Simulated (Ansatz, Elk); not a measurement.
# MgV2N: X-ray structure factors from the self-consistent density

The structure of MgV2N used here is made up (a known structure type with other elements) and was relaxed beforehand with PBEsol. The aim is the Fourier transform of its all-electron density, F(hkl), set beside the sum over free spherical atoms that refinements use.

Main program and level: Elk 11.2.3 (patched build); DFT, PBE, all-electron APW+lo, Dirac cores, scalar-relativistic bands, static density, no spin.

This account leaves out most program logs.

The structure was built from a prototype and need not be the compound's stable phase.

**1. Set-up**

Symmetry: P6_3/mmc, No. 194, hexagonal system. The conventional cell has a = 2.908 Å, b = 2.908 Å, c = 13.757 Å, α = 90.00°, β = 90.00°, γ = 120.00°. Nearest to V lie 3 N at 1.98 Å. Mg has 6 Mg at 2.91 Å and 6 V at 2.93 Å nearest. Nearest to N lie 6 V at 1.98 Å. Farther neighbours and most contacts between anions are not listed.

**2. Ground state and structure factors**

An all-electron density is needed, since X-rays see the cores too. Task 0 finds the density and task 195 Fourier-transforms it; tshift is off so that phases refer to the origin typed.

File elk.in:

```
tasks
  0
  195

xctype
  20

spinpol
  .false.

rgkmax
  7.0

gmaxvr
  14.0

lmaxo
  7

lmaxapw
  8

swidth
  0.002

tshift
  .false.

ramdisk
  .false.

hmaxvr
  5.5

maxscl
  120

epspot
  1e-06

sppath
  './'

avec
  5.49577208007 -0.00000000000 0.00000000000
  -2.74788604003 4.75947823475 -0.00000000000
  0.00000000000 -0.00000000000 25.99735302959

atoms
  3
  'V.in'
  4
  0.6666666667 0.3333333333 0.5756550884   0.000000 0.000000 0.000000
  0.3333333333 0.6666666667 0.4243449116   0.000000 0.000000 0.000000
  0.3333333333 0.6666666667 0.0756550884   0.000000 0.000000 0.000000
  0.6666666667 0.3333333333 0.9243449116   0.000000 0.000000 0.000000
  'Mg.in'
  2
  0.3333333333 0.6666666667 0.7500000000   0.000000 0.000000 0.000000
  0.6666666667 0.3333333333 0.2500000000   0.000000 0.000000 0.000000
  'N.in'
  2
  -0.0000000000 0.0000000000 0.5000000000   0.000000 0.000000 0.000000
  -0.0000000000 -0.0000000000 0.0000000000   0.000000 0.000000 0.000000

ngridk
  9 9 2
```

Run with:

```
$ OMP_NUM_THREADS=4 elk
```

The job ended after 57 s (4 threads of Arm Neoverse V2, shared host; peak memory 0.24 GiB; 3 min of CPU time).

SFACRHO.OUT:

```text

h k l indices transformed by vhmat matrix:
   1.000000000       0.000000000       0.000000000    
   0.000000000       1.000000000       0.000000000    
   0.000000000       0.000000000       1.000000000    

      h      k      l  multipl.   |H|            Re(F)            Im(F)           |F|

      0      0      0      1   0.0000000       130.00000      0.20090895E-16   130.00000    
      0      0     -1      2  0.24168558      0.10026893E-13 -0.33721107E-14  0.10578739E-13
      0      0      2      2  0.48337116       41.335503     -0.45548921E-14   41.335503    
      0      0      3      2  0.72505674      0.11796344E-13  0.22543527E-14  0.12009823E-13
      0      0      4      2  0.96674231       5.8632952     -0.83514191E-14   5.8632952    
      0      0     -5      2   1.2084279      0.70188250E-13 -0.73888294E-14  0.70576095E-13
      0      1      0      6   1.3201416      -33.055937     -0.48040900E-14   33.055937    
      1     -1     -1      6   1.3420826      -11.620273     -0.78463375E-14   11.620273    
      0     -1     -1      6   1.3420826       11.620273     -0.14929355E-13   11.620273    
     -1      0      2      6   1.4058526      -1.5005823     -0.38150258E-14   1.5005823    
      0      1     -2      6   1.4058526      -1.5005823      0.50364383E-14   1.5005823    
      0      0     -6      2   1.4501135      -70.133452      0.37457606E-14   70.133452    
     -1      1     -3      6   1.5061478       69.268804      0.27067235E-13   69.268804    
      0      1     -3      6   1.5061478      -69.268804     -0.94868823E-14   69.268804    
      0     -1      4      6   1.6362654       9.9571882      0.91582850E-14   9.9571882    
     -1      0      4      6   1.6362654       9.9571882     -0.85298764E-14   9.9571882    
      0      0     -7      2   1.6917990     -0.48954830E-13 -0.14894002E-13  0.51170369E-13
      0      1     -5      6   1.7897128      -22.044765     -0.32881170E-13   22.044765
```

Elk indexes on the primitive cell of elk.in and gives |H| = 4π sin θ/λ in inverse bohr. Below, one row stands for each form hkl of the conventional cell (m members, Friedel mates merged), F is for one primitive cell and the density is static (no thermal factor). Free-atom factors are Waasmaier and Kirfel's, and R is Σm||F|−|F'||/Σm|F|.

```
hkl   m  sin θ/λ (Å⁻¹)  abs F, DFT  neutral atoms   diff.
001   2          0.036       0.000          0.000  +0.000
002   2          0.073      41.336         40.887  +0.449
003   2          0.109       0.000          0.000  +0.000
004   2          0.145       5.863          5.651  +0.212
005   2          0.182       0.000          0.000  +0.000
100   6          0.199      33.056         33.699  -0.643
101  12          0.202      11.620         11.780  -0.160
102  12          0.211       1.501          2.005  -0.504
006   2          0.218      70.133         71.442  -1.308
103  12          0.227      69.269         69.968  -0.699
104  12          0.246       9.957          9.740  +0.218
007   2          0.254       0.000          0.000  +0.000
105  12          0.269      22.045         22.167  -0.123
008   2          0.291      22.836         23.319  -0.483
106  12          0.295      41.175         41.208  -0.034
107  12          0.323       3.870          3.815  +0.055
009   2          0.327       0.000          0.000  +0.000
110   6          0.344      70.759         70.836  -0.078
```

**3. The highest occupied states alone**

An energy window below the Fermi level keeps the highest occupied states, to see at which angles they scatter; shallow core shells can lie inside it and anion s states outside. No new self-consistency is needed.

elk.in, as its differences from that of step 2:

```diff
@@ -1,3 +1,2 @@
 tasks
-  0
   195
@@ -40,2 +39,5 @@
 
+wsfac
+  -0.228230 0.623010
+
 sppath
```

Run with:

```
$ OMP_NUM_THREADS=4 elk
```

Run time: 13 s. Hardware: 4 threads; peak memory 0.17 GiB.

States within 15 eV below the Fermi level hold 30.00 electrons; any levels below the window count with the cores. Their amplitudes can exceed the total, where window and core parts have opposite phase:

| hkl | sin θ/λ (Å⁻¹) | abs F, window | abs F, all |
| --- | --- | --- | --- |
| 001 | 0.036 | 0.000 | 0.000 |
| 002 | 0.073 | 12.406 | 41.336 |
| 003 | 0.109 | 0.000 | 0.000 |
| 004 | 0.145 | 2.073 | 5.863 |
| 005 | 0.182 | 0.000 | 0.000 |
| 100 | 0.199 | 0.697 | 33.056 |
| 101 | 0.202 | 2.256 | 11.620 |
| 102 | 0.211 | 1.830 | 1.501 |
| 006 | 0.218 | 1.184 | 70.133 |
| 103 | 0.227 | 3.824 | 69.269 |

**4. Another functional**

The difference from free atoms is small, so it is set against the change that LDA (Perdew-Wang) makes.

elk.in, as its differences from that of step 3:

```diff
@@ -1,2 +1,3 @@
 tasks
+  0
   195
@@ -4,3 +5,3 @@
 xctype
-  20
+  3
 
@@ -39,5 +40,2 @@
 
-wsfac
-  -0.228230 0.623010
-
 sppath
```

Run with:

```
$ OMP_NUM_THREADS=4 elk
```

It took 38 s on 4 threads; peak memory 0.2 GiB.

Against the first run R = 0.08 %; the largest change is -0.084 at 110.

**5. Basis size**

The basis and the expansions that go with it are enlarged, to see whether the differences are converged.

elk.in, as its differences from that of step 4:

```diff
@@ -5,3 +5,3 @@
 xctype
-  3
+  20
 
@@ -11,12 +11,12 @@
 rgkmax
-  7.0
+  8.5
 
 gmaxvr
-  14.0
+  18.0
 
 lmaxo
-  7
+  9
 
 lmaxapw
-  8
+  10
```

Run with:

```
$ OMP_NUM_THREADS=4 elk
```

The job ended after 2.8 min (4 threads; peak memory 0.5 GiB; 9.1 min of CPU time).

Against the first run R = 0.03 %; the largest change is -0.024 at 0 0 14.

**6. Settings against the effect**

```csv
run,R against the first run (%),"R against neutral atoms, low angle (%)",wall time
"PBE, rgkmax 7",0.00,1.26,57 s
LDA (Perdew-Wang),0.08,1.25,38 s
rgkmax 8.5 with larger expansions,0.03,1.25,2.8 min
```

**7. What came out**

```
R against neutral atoms, sin θ/λ < 0.3 Å⁻¹ : 1.26 %
R against neutral atoms, 0.3 to 0.81 Å⁻¹   : 0.27 %
```

What this shows: Independent neutral atoms miss the calculated amplitudes by R = 1.26 % below 0.3 Å⁻¹ and 0.27 % from there to 0.81 Å⁻¹; by shells, 1.40 % below 0.15 Å⁻¹ (2 forms), 1.26 % 0.15 to 0.3 (9 forms), 0.28 % 0.3 to 0.45 (17 forms), 0.27 % above 0.45 (92 forms). Bonding, aspherical density and the tables' own atoms all enter these figures, and the runs don't part them. The largest change of an amplitude is -1.31 electrons, at 006. Weak lines can change much in proportion: 102 goes from 2.00 to 1.50. The window's part falls from 30.0 electrons at the origin to at most 1.12 between 0.45 and 0.81 Å⁻¹, where compact states inside the window still scatter. Below 0.3 Å⁻¹ the changes that finished (LDA (Perdew-Wang) and rgkmax 8.5 with larger expansions) move F by R = 0.07 % at most, against the 1.26 % that separates it from free atoms. The k-mesh has no finished test. These runs have no spin, though d or f shells may be open. Part of the difference isn't bonding: the tables are fits to free atoms and ions calculated by other methods than this functional. Thermal motion, anomalous dispersion and extinction are left out.

[Logs are printed without paths, hosts, clocks, repeated set-up lines and the standing remarks that a program may print on its own settings, such as how far it seeks lower states.]

[Hosts, paths, dates, database ids (printed as entryN), source tags and the programs' standing remarks are cut or masked in the printed files.]
